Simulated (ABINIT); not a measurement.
**Quasiparticle gap of KZnF3 (Pm-3m) in ABINIT**

Wanted: ground state, empty states, screening and self-energy for KZnF3 (Pm-3m).

Main program and level: ABINIT 10.8.3; LDA and many-body steps on it, plane waves.

**1. Starting point**

It takes space group Pm-3m (No. 221, cubic). The conventional cell has a = 4.050 Å, b = 4.050 Å, c = 4.050 Å, α = 90.00°, β = 90.00°, γ = 90.00°. Nearest to K lie 12 F at 2.86 Å. Nearest to Zn lie 6 F at 2.03 Å. Nearest to F lie 2 Zn at 2.03 Å and 4 K at 2.86 Å. Farther neighbours, and contacts between anions beyond the nearest, are not listed.

Coordinates:

```cif
data_structure
_symmetry_space_group_name_H-M 'P 1'
_symmetry_Int_Tables_number 1
_cell_length_a 4.0500
_cell_length_b 4.0500
_cell_length_c 4.0500
_cell_angle_alpha 90.000
_cell_angle_beta 90.000
_cell_angle_gamma 90.000
_cell_volume 66.43
loop_
_atom_site_label
_atom_site_type_symbol
_atom_site_fract_x
_atom_site_fract_y
_atom_site_fract_z
_atom_site_occupancy
K1 K 0.00000 0.00000 0.00000 1
Zn2 Zn 0.50000 0.50000 0.50000 1
F3 F 0.50000 0.50000 0.00000 1
F4 F 0.00000 0.50000 0.50000 1
F5 F 0.50000 0.00000 0.50000 1
```

The cell and positions come from the Crystallography Open Database and are kept as given unless a step says otherwise.

**2. Ground state**

This step: ABINIT 10.8.3; DFT, LDA, plane waves, norm-conserving pseudopotentials.

The ground-state density comes first.

Input file run.abi:

```
acell 3*1.0 Angstrom
rprim 
  4.050000000000 0.000000000000 0.000000000000
  0.000000000000 4.050000000000 0.000000000000
  0.000000000000 0.000000000000 4.050000000000
ntypat 3
znucl 19 30 9
natom 5
typat 1 2 3 3 3
xred 
  0.000000000000 0.000000000000 0.000000000000
  0.500000000000 0.500000000000 0.500000000000
  0.500000000000 0.500000000000 0.000000000000
  0.000000000000 0.500000000000 0.500000000000
  0.500000000000 0.000000000000 0.500000000000
pp_dirpath "pseudos"
pseudos "K.upf, Zn.upf, F.upf"
ecut 36
ngkpt 6 6 6
nshiftk 1
shiftk 0 0 0
kptopt 1
chksymbreak 0
nband 31
occopt 1
tolvrs 1e-10
nstep 60
prtwf 0
optforces 0
optstress 0
indata_prefix "in"
outdata_prefix "out"
tmpdata_prefix "tmp"
```

The run is started by

```bash
> OMP_NUM_THREADS=1 mpirun -n 4 abinit run.abi > log
```

What it wrote:

```text
.Version 10.8.3 of ABINIT. v10.8.2 released Aug 2026.

 Symmetries : space group Pm -3 m (#221); Bravais cP (primitive cubic)
================================================================================
 Values of the parameters that define the memory need of the present run
     intxc =       0    ionmov =       0      iscf =       7    lmnmax =       6
     lnmax =       6     mgfft =      45  mpssoang =       3    mqgrid =    3001
     natom =       5  nloc_mem =       1    nspden =       1   nspinor =       1
    nsppol =       1      nsym =      48    n1xccc =    2501    ntypat =       3
    occopt =       1   xclevel =       1
-    mband =          31        mffmem =           1         mkmem =           5
       mpw =        4653          nfft =       91125          nkpt =          20
================================================================================
  Rough estimation (10% accuracy) of disk space for files :
================================================================================

--------------------------------------------------------------------------------
------------- Echo of variables that govern the present computation ------------
--------------------------------------------------------------------------------
 -outvars: echo values of preprocessed input variables --------
            acell      1.8897261259E+00  1.8897261259E+00  1.8897261259E+00 Bohr

      chksymbreak           0
             ecut      3.60000000E+01 Hartree
-          fftalg         312

              ixc       -1012
              kpt      0.00000000E+00  0.00000000E+00  0.00000000E+00
                       1.66666667E-01  0.00000000E+00  0.00000000E+00
                       3.33333333E-01  0.00000000E+00  0.00000000E+00
                       5.00000000E-01  0.00000000E+00  0.00000000E+00
                       1.66666667E-01  1.66666667E-01  0.00000000E+00
                       3.33333333E-01  1.66666667E-01  0.00000000E+00
                       5.00000000E-01  1.66666667E-01  0.00000000E+00
                       3.33333333E-01  3.33333333E-01  0.00000000E+00
                       5.00000000E-01  3.33333333E-01  0.00000000E+00
   [... 9 further rows ...]
                       5.00000000E-01  5.00000000E-01  3.33333333E-01
                       5.00000000E-01  5.00000000E-01  5.00000000E-01
         kptrlatt        6    0    0      0    6    0      0    0    6
          kptrlen      4.59203449E+01
P           mkmem           5
            natom           5
            nband          31
            ngfft          45      45      45
             nkpt          20
            nstep          60
             nsym          48
           ntypat           3
              occ      2.000000  2.000000  2.000000  2.000000  2.000000  2.000000
                       2.000000  2.000000  2.000000  2.000000  2.000000  2.000000
                       2.000000  2.000000  2.000000  2.000000  2.000000  2.000000
                       2.000000  2.000000  2.000000  2.000000  2.000000  2.000000
                       2.000000  0.000000  0.000000  0.000000  0.000000  0.000000
                       0.000000
        optforces           0
        optstress           0
            prtwf           0
            rprim      4.0500000000E+00  0.0000000000E+00  0.0000000000E+00
[...]
spgroup         221

           tolvrs      1.00000000E-10

             xred      0.0000000000E+00  0.0000000000E+00  0.0000000000E+00
[...]
znucl       19.00000   30.00000    9.00000

================================================================================

 chkinp: Checking input parameters for consistency.

================================================================================
== DATASET  1 ==================================================================
-   mpi_nproc: 4, omp_nthreads: 1 (-1 if OMP is not activated)

--- !DatasetInfo
iteration_state: {dtset: 1, }
dimensions: {natom: 5, nkpt: 20, mband: 31, nsppol: 1, nspinor: 1, nspden: 1, mpw: 4653, }
cutoff_energies: {ecut:  36.0, pawecutdg:  -1.0, }
electrons: {nelect:   5.00000000E+01, charge:   0.00000000E+00, occopt:   1.00000000E+00, tsmear:   1.00000000E-02, }

 Real(R)+Recip(G) space primitive vectors, cartesian coordinates (Bohr,Bohr^-1):
 R(1)=  7.6533908  0.0000000  0.0000000  G(1)=  0.1306610  0.0000000  0.0000000
 R(2)=  0.0000000  7.6533908  0.0000000  G(2)=  0.0000000  0.1306610  0.0000000
 R(3)=  0.0000000  0.0000000  7.6533908  G(3)=  0.0000000  0.0000000  0.1306610
 Unit cell volume ucvol=  4.4829270E+02 bohr^3
 Angles (23,13,12)=  9.00000000E+01  9.00000000E+01  9.00000000E+01 degrees

 getcut: wavevector=  0.0000  0.0000  0.0000  ngfft=  45  45  45
         ecut(hartree)=     36.000   => boxcut(ratio)=   2.12854

--- Pseudopotential description ------------------------------------------------
- K Generated using ONCVPSP code by D. R. Hamann
- 19.00000   9.00000  180309                  znucl, zion, pspdat
12 -1012 2 -1 2170                            pspcod,pspxc,lmax,lloc,mmax
     nproj     2     2     2
  pspatm : epsatm=    8.21740868
         --- l  ekb(1:nproj) -->
[...]
pspatm: atomic psp has been read  and splines computed

- Zn Generated using ONCVPSP code by D. R. Hamann
- 30.00000  20.00000  180309                  znucl, zion, pspdat
12 -1012 2 -1 1296                            pspcod,pspxc,lmax,lloc,mmax
     nproj     2     2     2
  pspatm : epsatm=   26.73031766
         --- l  ekb(1:nproj) -->
[...]
pspatm: atomic psp has been read  and splines computed

- F Generated using ONCVPSP code by D. R. Hamann
-  9.00000   7.00000  201202                  znucl, zion, pspdat
12 -1012 2 -1 824                             pspcod,pspxc,lmax,lloc,mmax
     nproj     2     2     1
  pspatm : epsatm=    4.94580260
         --- l  ekb(1:nproj) -->
[...]
2   -2.364936
 pspatm: atomic psp has been read  and splines computed

   2.48925671E+03                                ecore*ucvol(ha*bohr**3)
--------------------------------------------------------------------------------

_setup2: Arith. and geom. avg. npw (full set) are    4622.745    4622.720

================================================================================

--- !BeginCycle
iteration_state: {dtset: 1, }
solver: {iscf: 7, nstep: 60, nline: 4, wfoptalg: 0, }
tolerances: {tolvrs: 1.00E-10, }

     iter   Etot(hartree)      deltaE(h)  residm     vres2
 ETOT  1  -310.53356137766    -3.105E+02 2.964E-01 4.027E+03
 ETOT  2  -311.77448811128    -1.241E+00 3.123E-02 4.410E+03
 ETOT  3  -312.71263083447    -9.381E-01 5.375E-02 6.258E+02
 ETOT  4  -312.75499574375    -4.236E-02 8.028E-03 3.443E+02
 ETOT  5  -312.77311291974    -1.812E-02 6.558E-03 1.655E+02
 ETOT  6  -312.78766854589    -1.456E-02 2.142E-03 4.398E+01
 ETOT  7  -312.79233177459    -4.663E-03 2.073E-03 7.373E-03
 ETOT  8  -312.79233805352    -6.279E-06 1.794E-03 5.824E-03
 ETOT  9  -312.79233856930    -5.158E-07 1.321E-03 1.160E-03
 ETOT 10  -312.79233871907    -1.498E-07 8.599E-04 1.954E-06
 ETOT 11  -312.79233871956    -4.857E-10 1.339E-03 1.889E-07
 ETOT 12  -312.79233871962    -5.576E-11 1.080E-03 5.063E-09
 ETOT 13  -312.79233871960     1.086E-11 7.781E-04 5.734E-11

 At SCF step   13       vres2   =  5.73E-11 < tolvrs=  1.00E-10 =>converged.

--- !ResultsGS
iteration_state: {dtset: 1, }
comment   : Summary of ground state results
lattice_vectors:
- [  7.6533908,   0.0000000,   0.0000000, ]
- [  0.0000000,   7.6533908,   0.0000000, ]
- [  0.0000000,   0.0000000,   7.6533908, ]
lattice_lengths: [   7.65339,    7.65339,    7.65339, ]
lattice_angles: [ 90.000,  90.000,  90.000, ] # degrees, (23, 13, 12)
lattice_volume:   4.4829270E+02
convergence: {deltae:  1.086E-11, res2:  5.734E-11, residm:  7.781E-04, diffor:  0.000E+00, }
etotal    :  -3.12792339E+02
entropy   :   0.00000000E+00
fermie    :   5.79883345E-02
cartesian_stress_tensor: null
pressure_GPa: null
xred      :
- [  0.0000E+00,   0.0000E+00,   0.0000E+00,  K]
- [  5.0000E-01,   5.0000E-01,   5.0000E-01, Zn]
- [  5.0000E-01,   5.0000E-01,   0.0000E+00,  F]
- [  0.0000E+00,   5.0000E-01,   5.0000E-01,  F]
- [  5.0000E-01,   0.0000E+00,   5.0000E-01,  F]
cartesian_forces: null
force_length_stats: {min: null, max: null, mean: null, }

 Integrated electronic density in atomic spheres:
 ------------------------------------------------
 Atom  Sphere_radius  Integrated_density
[...]
================================================================================

 ----iterations are completed or convergence reached----

 Mean square residual over all n,k,spin=   39.557E-07; max=  77.810E-05
 reduced coordinates (array xred) for    5 atoms
       0.000000      0.000000      0.000000
       0.500000      0.500000      0.500000
       0.500000      0.500000      0.000000
       0.000000      0.500000      0.500000
       0.500000      0.000000      0.500000
 rms dE/dt=  0.0000E+00; max dE/dt=  0.0000E+00; dE/dt below (all hartree)
    1       0.000000      0.000000      0.000000
    2       0.000000      0.000000      0.000000
    3       0.000000      0.000000      0.000000
    4       0.000000      0.000000      0.000000
    5       0.000000      0.000000      0.000000

 cartesian coordinates (angstrom) at end:
    1      0.000000     0.000000     0.000000
    2      2.025000     2.025000     2.025000
    3      2.025000     2.025000     0.000000
    4      0.000000     2.025000     2.025000
    5      2.025000     0.000000     2.025000
 length scales=  1.889726  1.889726  1.889726 bohr
              =  1.000000  1.000000  1.000000 angstroms
 prteigrs : about to open file out_EIG
 Fermi (or HOMO) energy (hartree) =   0.05799   Average Vxc (hartree)=  -0.39668
 Eigenvalues (hartree) for nkpt=  20  k points:
 kpt#   1, nband= 31, wtk=  0.00463, kpt=  0.0000  0.0000  0.0000 (reduced coord)
  -4.41030   -2.74294   -2.74294   -2.74294   -0.91364   -0.71437   -0.68987   -0.68987
  -0.31435   -0.31435   -0.31435   -0.09118   -0.09118   -0.09118   -0.07225   -0.07225
  -0.07225   -0.05912   -0.05912   -0.01185   -0.01185   -0.01185   -0.00439   -0.00439
  -0.00439    0.19528    0.37504    0.37504    0.39610    0.46386    0.46386
 prteigrs : prtvol=0 or 1, do not print more k-points.

--- !EnergyTerms
iteration_state     : {dtset: 1, }
comment             : Components of total free energy in Hartree
kinetic             :  1.513724E+02
hartree             :  1.225475E+02
xc                  : -4.466688E+01
Ewald energy        : -1.661066E+02
psp_core            :  5.552749E+00
local_psp           : -3.292769E+02
non_local_psp       : -5.221463E+01
total_energy        : -3.127923E+02
total_energy_eV     : -8.511513E+03
band_energy         : -3.455399E+01

== END DATASET(S) ==============================================================
================================================================================

 -outvars: echo values of variables after computation  --------
           etotal     -3.1279233872E+02
            nband          31
             nkpt          20
          spgroup         221
 [... the other variables as echoed above ...]

 Calculation completed.
```

Elapsed: 35 s, on 4 MPI ranks of Arm Neoverse V2, shared host; peak memory 0.35 GiB; 2.4 min of CPU time.

This step gave:

```yaml
total_energy: -8511.5131 eV
gap: 3.736 eV
k_of_the_valence_top: 0.5, 0.5, 0.5
k_of_the_conduction_bottom: 0, 0, 0
least_direct_gap: 5.433 eV
```

The gap is indirect, with the least direct gap 1.70 eV higher.

[end of part 1 of 3]

[Long decimals in the printed logs are rounded to 6 places.]

[Logs are printed without paths, hosts, clocks, repeated set-up lines and the standing remarks that a program may print on its own settings, such as how far it seeks lower states.]

[Paths, hosts, dates, memory and timing lines, banners, echoed tables and standing remarks are left out of the program output; an Ansatz launch command may be rebuilt from the run's recorded settings. Measured values are a selection of at most five: reports struck by readers or far from the other reports are left out. None is set beside runs whose start may be inverted or whose files or cutoffs have a known fault.]

[Runs of the session that timed out or met a known fault of the program may be left out.]

[Hosts, paths, dates, database ids (printed as entryN), source tags and the programs' standing remarks are cut or masked in the printed files.]

[G0W0 gaps are taken among the corrected bands and points alone; a level outside them can change the order at an edge.]

[Where Ansatz stands beside ABINIT at settings called matched, ABINIT's density can come from a denser mesh and the files from another edition; pairs whose starting gaps differed by over 0.03 eV were left out, so agreement reads better than it is.]
